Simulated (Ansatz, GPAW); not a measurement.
# Cutoff, mesh and smearing for a 8-layer slab of Ba(100), part 3 of 3

Wanted: a convergence study on the slab a 8-layer slab of Ba(100).

GPAW 26.7.0 and Ansatz 0.2.0; Ansatz plane waves; slab in vacuum with a dipole correction, relaxation (the session's first sound run).

So far, upper work function (eV): step 2 (relaxation, PBE) 2.36; step 3 (the slab's potential, PBE, GPAW) 2.36; step 6 (cutoff 700: ecut = 700, PBE, GPAW) 2.36; step 9 (K mesh 9×9: kpts = [9, 9], PBE, GPAW) 2.36; step 10 (scheme Methfessel-Paxton of order 0 (Gaussian), smearing 0.1, PBE, GPAW) 2.33.

### Step 12. Without the dipole layer

Level of this step: GPAW, PAW setups; slab in vacuum (GPAW).

The dipole layer is taken out and the cell repeats along the normal.

run.py

```python
import json
import numpy as np
from ase import Atoms
from gpaw import GPAW, PW

slab = Atoms(
    ['Ba', 'Ba', 'Ba', 'Ba', 'Ba', 'Ba', 'Ba', 'Ba'],
    positions=[
        [2.51000, 2.51000, 9.00000],
        [0.00000, 0.00000, 11.51000],
        [2.51000, 2.51000, 14.02000],
        [0.00000, 0.00000, 16.53000],
        [2.51000, 2.51000, 19.05060],
        [-0.00000, 0.00000, 21.58131],
        [2.51000, 2.51000, 23.99990],
        [-0.00000, 0.00000, 26.62706]],
    cell=[[5.02, 0.0, 0.0], [0.0, 5.02, 0.0], [0.0, 0.0, 35.57]],
    pbc=[True, True, True])

slab.calc = GPAW(mode=PW(400), xc='PBE', kpts={'size': (6, 6, 1), 'gamma': True},
                 occupations={'name': 'fermi-dirac', 'width': 0.1}, nbands='160%',
                 convergence={'density': 1e-05}, maxiter=200,
                 symmetry={'tolerance': 1e-3}, txt='slab.txt')
result = {}
energy = slab.get_potential_energy()
fermi = slab.calc.get_fermi_level()
v = slab.calc.get_electrostatic_potential().mean((0, 1)) - fermi
n = slab.calc.get_pseudo_density().mean((0, 1))
L = slab.cell[2, 2]
z = np.arange(len(v)) * L / len(v)
low, high = slab.positions[:, 2].min(), slab.positions[:, 2].max()
below, above = np.interp([low - 6.8, high + 6.8], z, v)
slopes = [np.interp(x, z, np.gradient(v, z)) for x in (low - 6.8, high + 6.8)]
eps = np.array([[slab.calc.get_eigenvalues(k, s) for k in range(len(slab.calc.get_ibz_k_points()))]
                for s in range(slab.calc.get_number_of_spins())]) - fermi
top, bottom = eps[eps < 0].max(), eps[eps > 0].min()
dipole = slab.get_dipole_moment()[2]
print(f'energy {energy:.4f} eV, Fermi level {fermi:.4f} eV, dipole {dipole:.5f} e A')
print(f'potential 6.8 A off the faces, from the Fermi level: lower {below:.4f} eV, upper {above:.4f} eV')
print(f'slope of the potential there: lower {slopes[0]:.5f}, upper {slopes[1]:.5f} eV/A')
print(f'nearest levels on the mesh: {top:.4f} and {bottom:.4f} eV')
print('magnetic moment', round(slab.get_magnetic_moment(), 3))
result.update(energy=energy, fermi=fermi, dipole=dipole, below=below, above=above, slopes=slopes, edges=[top, bottom],
              z=z.tolist(), v=v.tolist(), n=n.tolist(), positions=slab.positions.tolist(),
              forces=slab.get_forces(apply_constraint=False).tolist(), moments=slab.get_magnetic_moments().tolist())
json.dump(result, open('result.json', 'w'))
```

Run with:

```console
$ OMP_NUM_THREADS=1 OPENBLAS_NUM_THREADS=1 python run.py
```

What it wrote:

```text
energy -13.9021 eV, Fermi level 1.8712 eV, dipole 0.00224 e A
potential 6.8 A off the faces, from the Fermi level: lower 2.3590 eV, upper 2.3570 eV
slope of the potential there: lower 0.00021, upper 0.00070 eV/A
nearest levels on the mesh: -0.0215 and 0.0446 eV
magnetic moment 0.0
```

Run time: 11 min. Hardware: 1 thread of Arm Neoverse V1, shared host; peak memory 0.53 GiB.

The run finished with changed settings (dipole = false and pbc_z = true); it serves as a test.

The two runs compared:

```csv
quantity,this run,sound run,difference
upper work function (eV),2.3570,2.3553,0.00172
lower work function (eV),2.3590,2.3607,-0.00178
```

### Step 13. Side by side

Results and costs are gathered.

This step: comparison of work functions, dipole and cost (GPAW 26.7.0).

Ladder, by row:

```csv
step,code,"work function, upper (eV)","work function, lower (eV)",dipole (e Å),wall time (s),peak memory (GiB),threads
pw,GPAW,2.355,2.361,7.65e-4,1176,0.53,1
ecut200,GPAW,2.356,2.362,8.99e-4,347.1,0.26,1
ecut300,GPAW,2.355,2.361,7.62e-4,574.3,0.39,1
ecut700,GPAW,2.355,2.361,7.61e-4,1642,1.08,1
k2,GPAW,2.08,2.1,0.002733,274.8,0.39,1
k4,GPAW,2.359,2.363,6.28e-4,580.4,0.46,1
k9,GPAW,2.356,2.362,8.39e-4,1404,0.64,1
smear,GPAW,2.329,2.337,0.001074,1004,0.54,1
nodip,GPAW,2.357,2.359,0.002243,645.8,0.53,1
```

### Step 14. A changed run

One more run, with changed settings.

This step: GPAW, PAW setups; slab in vacuum (GPAW 26.7.0).

run.py, as its differences from that of step 12:

```diff
@@ -17,3 +17,3 @@
     cell=[[5.02, 0.0, 0.0], [0.0, 5.02, 0.0], [0.0, 0.0, 35.57]],
-    pbc=[True, True, True])
+    pbc=[True, True, False])
 
@@ -21,3 +21,4 @@
                  occupations={'name': 'fermi-dirac', 'width': 0.1}, nbands='160%',
-                 convergence={'density': 1e-05}, maxiter=200,
+                 convergence={'density': 1e-05}, maxiter=100,
+                 poissonsolver={'dipolelayer': 'xy'},
                  symmetry={'tolerance': 1e-3}, txt='slab.txt')
@@ -31,4 +32,4 @@
 low, high = slab.positions[:, 2].min(), slab.positions[:, 2].max()
-below, above = np.interp([low - 6.8, high + 6.8], z, v)
-slopes = [np.interp(x, z, np.gradient(v, z)) for x in (low - 6.8, high + 6.8)]
+below, above = np.interp([low - 1.0, high + 1.0], z, v)
+slopes = [np.interp(x, z, np.gradient(v, z)) for x in (low - 1.0, high + 1.0)]
 eps = np.array([[slab.calc.get_eigenvalues(k, s) for k in range(len(slab.calc.get_ibz_k_points()))]
@@ -38,3 +39,3 @@
 print(f'energy {energy:.4f} eV, Fermi level {fermi:.4f} eV, dipole {dipole:.5f} e A')
-print(f'potential 6.8 A off the faces, from the Fermi level: lower {below:.4f} eV, upper {above:.4f} eV')
+print(f'potential 1.0 A off the faces, from the Fermi level: lower {below:.4f} eV, upper {above:.4f} eV')
 print(f'slope of the potential there: lower {slopes[0]:.5f}, upper {slopes[1]:.5f} eV/A')
```

What it wrote:

```text
energy -13.9021 eV, Fermi level 1.8712 eV, dipole 0.00076 e A
potential 1.0 A off the faces, from the Fermi level: lower -0.5807 eV, upper -0.6093 eV
slope of the potential there: lower -5.64291, upper 5.61572 eV/A
nearest levels on the mesh: -0.0215 and 0.0446 eV
magnetic moment 0.0
```

The job ended after 19 min (1 thread; peak memory 0.54 GiB).

The run finished. A setting was moved off its sound value on purpose, so it serves as a test and not as the result.

The fault put into the input: the potential probed 1 A off the face (probe = 1.0).

### Step 15. Results

| Property | Result |
| --- | --- |
| work function, upper and lower face | 2.355 and 2.361 eV |
| dipole along the normal | 7.6e-4 e Å |

With plane waves and PBE the work function is 2.36 eV on the upper face and 2.36 eV on the lower. The measured value for polycrystalline Ba, which weights the faces of low work function, is 2.53 eV (as compiled in "Anisotropic work function of elemental crystals", 2019, arxiv:1902.07811); the relaxed upper face lies 0.17 eV under it with PBE. Measured work functions scatter by a tenth of an eV or more between methods. The other smearing (Gaussian of 0.1 eV in place of Fermi-Dirac of 0.1) moves the two faces by -0.026 and -0.024 eV on the same mesh; a mesh is converged only for its smearing. Over the sound runs of the table the upper face's work function spans 2.329 (smear) to 2.356 eV (k9). The small printed dipole stands for a step of -5.5 meV from the lower to the upper face, and the probes find -5.5 meV; values this small are near the numerical noise of both. The in-plane lattice was kept as typed, which isn't the functional's own and leaves some strain; spin-orbit coupling and temperature are left out.

[Logs are printed without paths, hosts, clocks, repeated set-up lines and the standing remarks that a program may print on its own settings, such as how far it seeks lower states.]

[Hosts, paths, dates, database ids (printed as entryN), source tags and the programs' standing remarks are cut or masked in the printed files.]
